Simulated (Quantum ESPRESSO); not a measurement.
**Fe3PO7 (Grattarolaite): parallel and opposed starts**

Aim: find out which collinear order of Fe3PO7 (Grattarolaite) costs least.

Calculated with Quantum ESPRESSO 7.5; LDA; plane waves with GBRV 1.5 LDA potentials, no spin-orbit coupling.

Experimental background.

For Fe3PO4O3, rhombohedral, non-centrosymmetric (earlier work), “Partial Antiferromagnetic Helical Order in Fe3PO4O3” (2019, arxiv:1910.08818) quotes earlier work: moment (ordered moment per Fe3+) 4.3 μB [literature value derived from Mössbauer spectra, not from magnetic diffraction …].

### 1. Starting point

The structure is trigonal, space group R3m (No. 160). The conventional cell has a = 8.006 Å, b = 8.006 Å, c = 6.863 Å, α = 90.00°, β = 90.00°, γ = 120.00°. Nearest to Fe lie 5 O at 1.89 to 2.19 Å. Nearest to P lie 4 O at 1.50 to 1.57 Å. Nearest to O lie 1 P at 1.57 Å and 3 Fe at 2.19 Å. Nearest to O lie 3 Fe at 1.89 to 1.92 Å. Nearest to O lie 1 P at 1.50 Å and 1 Fe at 1.92 Å. Farther neighbours and most contacts between anions are not listed.

Structure file:

```cif
data_structure
_symmetry_space_group_name_H-M 'P 1'
_symmetry_Int_Tables_number 1
_cell_length_a 5.1574
_cell_length_b 5.1574
_cell_length_c 5.1574
_cell_angle_alpha 101.822
_cell_angle_beta 101.822
_cell_angle_gamma 101.822
_cell_volume 126.99
loop_
_atom_site_label
_atom_site_type_symbol
_atom_site_fract_x
_atom_site_fract_y
_atom_site_fract_z
_atom_site_occupancy
Fe1 Fe 0.53950 0.14850 0.53950 1
Fe2 Fe 0.53950 0.53950 0.14850 1
Fe3 Fe 0.14850 0.53950 0.53950 1
P4 P 0.00000 0.00000 0.00000 1
O5 O 0.22890 0.22890 0.22890 1
O6 O 0.38950 0.76680 0.38950 1
O7 O 0.38950 0.38950 0.76680 1
O8 O 0.76680 0.38950 0.38950 1
O9 O 0.83300 0.14400 0.83300 1
O10 O 0.83300 0.83300 0.14400 1
O11 O 0.14400 0.83300 0.83300 1
```

The cell comes from the Crystallography Open Database.

### 2. Run 1, typed as ferro +++

The signs are those of the starting moments on the seeded atoms, the atoms that are given a moment.

File pw.in:

```
&CONTROL
  calculation = 'scf'
  prefix = 'pwscf'
  outdir = './tmp'
  pseudo_dir = './pseudo'
  disk_io = 'nowf'
/
&SYSTEM
  ibrav = 0
  nat = 11
  ntyp = 3
  ecutwfc = 40
  ecutrho = 280
  nbnd = 68
  occupations = 'smearing'
  smearing = 'fd'
  degauss = 0.00367493
  nspin = 2
  starting_magnetization(1) = 0.25
  starting_magnetization(2) = 0
  starting_magnetization(3) = 0
/
&ELECTRONS
  conv_thr = 2.2d-08
  electron_maxstep = 150
  mixing_beta = 0.3
/
ATOMIC_SPECIES
Fe     55.8450 fe_lda_v1.5.uspp.F.UPF
P      30.9738 p_lda_v1.5.uspp.F.UPF
O      15.9990 o_lda_v1.2.uspp.F.UPF
CELL_PARAMETERS angstrom
   4.0030000000    2.3111331276    2.2876666667
  -4.0030000000    2.3111331276    2.2876666667
   0.0000000000   -4.6222662551    2.2876666667
ATOMIC_POSITIONS crystal
Fe      0.5395000000    0.1485000000    0.5395000000
Fe      0.5395000000    0.5395000000    0.1485000000
Fe      0.1485000000    0.5395000000    0.5395000000
P       0.0000000000    0.0000000000    0.0000000000
O       0.2289000000    0.2289000000    0.2289000000
O       0.3895000000    0.7668000000    0.3895000000
O       0.3895000000    0.3895000000    0.7668000000
O       0.7668000000    0.3895000000    0.3895000000
O       0.8330000000    0.1440000000    0.8330000000
O       0.8330000000    0.8330000000    0.1440000000
O       0.1440000000    0.8330000000    0.8330000000
K_POINTS automatic
4 4 4 0 0 0
```

Started as:

```bash
$ OMP_NUM_THREADS=1 mpirun -n 4 pw.x -nk 4 -in pw.in > pw.out
```

The log of the run:

```text
Program PWSCF v.7.5 starts

     Message from routine setup:
     using ibrav=0 with symmetry is DISCOURAGED, use correct ibrav instead

     K-points division:     npool     =       4
     Subspace diagonalization in iterative solution of the eigenvalue problem:

     G-vector sticks info
     --------------------
     sticks:   dense  smooth     PW     G-vecs:    dense   smooth      PW
     Sum        2057    1183    361                67667    29297    5067

     Using Slab Decomposition

     bravais-lattice index     =            0
     lattice parameter (alat)  =       9.7461  a.u.
     unit-cell volume          =     856.9414 (a.u.)^3
     number of atoms/cell      =           11
     number of atomic types    =            3
     number of electrons       =        95.00
     number of Kohn-Sham states=           68
     kinetic-energy cutoff     =      40.0000  Ry
     charge density cutoff     =     280.0000  Ry
     scf convergence threshold =      2.2E-08
     mixing beta               =       0.3000
     number of iterations used =            8  plain     mixing
     Exchange-correlation= SLA  PZ   NOGX NOGC
                           (   1   1   0   0   0   0   0)

     celldm(1)=   9.746072  celldm(2)=   0.000000  celldm(3)=   0.000000
     celldm(4)=   0.000000  celldm(5)=   0.000000  celldm(6)=   0.000000

     crystal axes: (cart. coord. in units of alat)
               a(1) = (   0.776166   0.448120   0.443570 )
               a(2) = (  -0.776166   0.448120   0.443570 )
               a(3) = (   0.000000  -0.896240   0.443570 )

     reciprocal axes: (cart. coord. in units 2 pi/alat)
               b(1) = (  0.644192  0.371924  0.751479 )
               b(2) = ( -0.644192  0.371924  0.751479 )
               b(3) = (  0.000000 -0.743849  0.751479 )

     PseudoPot. # 1 for Fe read from file:
     fe_lda_v1.5.uspp.F.UPF
     Pseudo is Ultrasoft + core correction, Zval = 16.0
     Generated by new atomic code, or converted to UPF format
     Using radial grid of  861 points,  6 beta functions with:
                l(1) =   0
                l(2) =   0
                l(3) =   1
                l(4) =   1
                l(5) =   2
                l(6) =   2
     Q(r) pseudized with  8 coefficients,  rinner =    1.000   1.000   1.000
                                                       1.000   1.000

     PseudoPot. # 2 for P  read from file:
     p_lda_v1.5.uspp.F.UPF
     Pseudo is Ultrasoft + core correction, Zval =  5.0
     Generated by new atomic code, or converted to UPF format
     Using radial grid of  903 points,  6 beta functions with:
                l(1) =   0
                l(2) =   0
                l(3) =   1
                l(4) =   1
                l(5) =   2
                l(6) =   2
     Q(r) pseudized with  8 coefficients,  rinner =    1.300   1.300   1.300
                                                       1.300   1.300

     PseudoPot. # 3 for O  read from file:
     o_lda_v1.2.uspp.F.UPF
     Pseudo is Ultrasoft + core correction, Zval =  6.0
     Generated by new atomic code, or converted to UPF format
     Using radial grid of  737 points,  5 beta functions with:
                l(1) =   0
                l(2) =   0
                l(3) =   1
                l(4) =   1
                l(5) =   2
     Q(r) pseudized with  8 coefficients,  rinner =    0.900   0.900   0.900
                                                       0.900   0.900

     atomic species   valence    mass     pseudopotential
     Fe               16.00    55.84500     Fe( 1.00)
     P                 5.00    30.97380     P ( 1.00)
     O                 6.00    15.99900     O ( 1.00)

     Starting magnetic structure
     atomic species   magnetization
     Fe              0.250
     P               0.000
     O               0.000

      6 Sym. Ops. (no inversion) found

   Cartesian axes

     site n.     atom                  positions (alat units)
         1        Fe     tau(   1) = (   0.3034811  -0.1752149   0.5444820  )
         2        Fe     tau(   2) = (   0.0000000   0.3504298   0.5444820  )
         3        Fe     tau(   3) = (  -0.3034811  -0.1752149   0.5444820  )
         4        P      tau(   4) = (   0.0000000   0.0000000   0.0000000  )
         5        O      tau(   5) = (   0.0000000   0.0000000   0.3045994  )
         6        O      tau(   6) = (  -0.2928476   0.1690756   0.6856703  )
         7        O      tau(   7) = (   0.0000000  -0.3381513   0.6856703  )
         8        O      tau(   8) = (   0.2928476   0.1690756   0.6856703  )
         9        O      tau(   9) = (   0.5347787  -0.3087546   0.8028614  )
        10        O      tau(  10) = (  -0.0000000   0.6175092   0.8028614  )
        11        O      tau(  11) = (  -0.5347787  -0.3087546   0.8028614  )

     number of k points=    13  Fermi-Dirac smearing, width (Ry)=  0.0037
                       cart. coord. in units 2pi/alat
        k(    1) = (   0.0000000   0.0000000   0.0000000), wk =   0.0156250
        k(    2) = (   0.0000000  -0.1859621   0.1878697), wk =   0.0937500
        k(    3) = (   0.0000000   0.3719243  -0.3757394), wk =   0.0468750
        k(    4) = (  -0.1610479  -0.0929811   0.3757394), wk =   0.0937500
        k(    5) = (  -0.1610479   0.4649053  -0.1878697), wk =   0.1875000
        [... 8 further k-points ...]

     Dense  grid:    67667 G-vectors     FFT dimensions: (  54,  54,  54)

     Smooth grid:    29297 G-vectors     FFT dimensions: (  40,  40,  40)

     Check: negative core charge=   -0.000028
     Generating pointlists ...
     new r_m :   0.1513 (alat units)  1.4747 (a.u.) for type    1
     new r_m :   0.1201 (alat units)  1.1707 (a.u.) for type    2
     new r_m :   0.1201 (alat units)  1.1707 (a.u.) for type    3

     Initial potential from superposition of free atoms

     starting charge      91.9998, renormalised to      95.0000
     Starting wfcs are   71 randomized atomic wfcs

     Self-consistent Calculation

     iteration #  1     ecut=    40.00 Ry     beta= 0.30
     Davidson diagonalization with overlap
     ethr =  1.00E-02,  avg # of iterations =  4.9

     total energy              =    -992.12345090 Ry
     estimated scf accuracy    <       2.23763551 Ry

     total magnetization       =    14.95 Bohr mag/cell
     absolute magnetization    =    14.95 Bohr mag/cell

     iteration #  2     ecut=    40.00 Ry     beta= 0.30
     Davidson diagonalization with overlap
     ethr =  2.36E-03,  avg # of iterations =  1.8

     total energy              =    -992.26708496 Ry
     estimated scf accuracy    <       2.09925781 Ry

     total magnetization       =     9.79 Bohr mag/cell
     absolute magnetization    =     9.80 Bohr mag/cell

     iteration #  3     ecut=    40.00 Ry     beta= 0.30
     Davidson diagonalization with overlap
     ethr =  2.21E-03,  avg # of iterations =  1.0

     total energy              =    -992.57427234 Ry
     estimated scf accuracy    <       0.34586865 Ry

     total magnetization       =    14.53 Bohr mag/cell
     absolute magnetization    =    14.53 Bohr mag/cell

     [... further iterations left out ...]

     iteration # 11     ecut=    40.00 Ry     beta= 0.30
     Davidson diagonalization with overlap
     ethr =  5.84E-09,  avg # of iterations =  2.0

     total energy              =    -992.61105269 Ry
     estimated scf accuracy    <       0.00001119 Ry

     total magnetization       =    14.67 Bohr mag/cell
     absolute magnetization    =    14.67 Bohr mag/cell

     iteration # 12     ecut=    40.00 Ry     beta= 0.30
     Davidson diagonalization with overlap
     ethr =  5.84E-09,  avg # of iterations =  1.5

     total energy              =    -992.61105384 Ry
     estimated scf accuracy    <       0.00000015 Ry

     total magnetization       =    14.67 Bohr mag/cell
     absolute magnetization    =    14.67 Bohr mag/cell

     iteration # 13     ecut=    40.00 Ry     beta= 0.30
     Davidson diagonalization with overlap
     ethr =  1.58E-10,  avg # of iterations =  2.0

     total energy              =    -992.61105388 Ry
     estimated scf accuracy    <       0.00000005 Ry

     total magnetization       =    14.67 Bohr mag/cell
     absolute magnetization    =    14.67 Bohr mag/cell

     iteration # 14     ecut=    40.00 Ry     beta= 0.30
     Davidson diagonalization with overlap
     ethr =  5.44E-11,  avg # of iterations =  2.0

     Magnetic moment per site  (integrated on atomic sphere of radius R)
     atom   1 (R=0.151)  charge= 12.7883  magn=  3.6226
     atom   2 (R=0.151)  charge= 12.7883  magn=  3.6226
     atom   3 (R=0.151)  charge= 12.7883  magn=  3.6226
     atom   4 (R=0.120)  charge=  0.8235  magn=  0.0158
     atom   5 (R=0.120)  charge=  4.1165  magn=  0.1638
     atom   6 (R=0.120)  charge=  4.0373  magn=  0.3830
     atom   7 (R=0.120)  charge=  4.0373  magn=  0.3830
     atom   8 (R=0.120)  charge=  4.0373  magn=  0.3830
     atom   9 (R=0.120)  charge=  4.1407  magn=  0.1412
     atom  10 (R=0.120)  charge=  4.1407  magn=  0.1412
     atom  11 (R=0.120)  charge=  4.1407  magn=  0.1412

     End of self-consistent calculation

     [... lines left out ...]
     the Fermi energy is     7.4211 ev

!    total energy              =    -992.61105390 Ry
     estimated scf accuracy    <          8.9E-09 Ry
     smearing contrib. (-TS)   =      -0.00293283 Ry
     internal energy E=F+TS    =    -992.60812107 Ry

     The total energy is F=E-TS. E is the sum of the following terms:
     one-electron contribution =    -653.93796162 Ry
     hartree contribution      =     366.36800146 Ry
     xc contribution           =    -143.11924636 Ry
     ewald contribution        =    -561.91891455 Ry

     total magnetization       =    14.67 Bohr mag/cell
     absolute magnetization    =    14.67 Bohr mag/cell

     convergence has been achieved in  14 iterations

=------------------------------------------------------------------------------=
   JOB DONE.
=------------------------------------------------------------------------------=
```

The job ended after 44 s (4 MPI ranks of Arm Neoverse V2, shared host; peak memory 0.77 GiB; 2.9 min of CPU time).

Spin moment in the atom's sphere by atom:

```
atom  spin moment in the atom's sphere (μB)
 Fe1                                   3.62
 Fe2                                   3.62
 Fe3                                   3.62
  P4                                   0.02
  O5                                   0.16
  O6                                   0.38
  O7                                   0.38
  O8                                   0.38
  O9                                   0.14
 O10                                   0.14
 O11                                   0.14
```

This step gave:

```
smearing term TS       : 0.03990 eV
magnetization          : 14.67 μB
absolute magnetization : 14.67 μB
final state            : ferromagnetic
```

(Continued in part 2 of 2.)

[Logs and program files are shortened in this print: banners, set-up blocks, solver, clock and traceback lines can be left out without a mark of their own.]

[Logs are printed without paths, hosts, clocks, repeated set-up lines and the standing remarks that a program may print on its own settings, such as how far it seeks lower states.]

[Hosts, paths, dates, database ids (printed as entryN), source tags and the programs' standing remarks are cut or masked in the printed files.]

[Where a cell is said to come from a database of computed structures, the database is the Materials Project.]
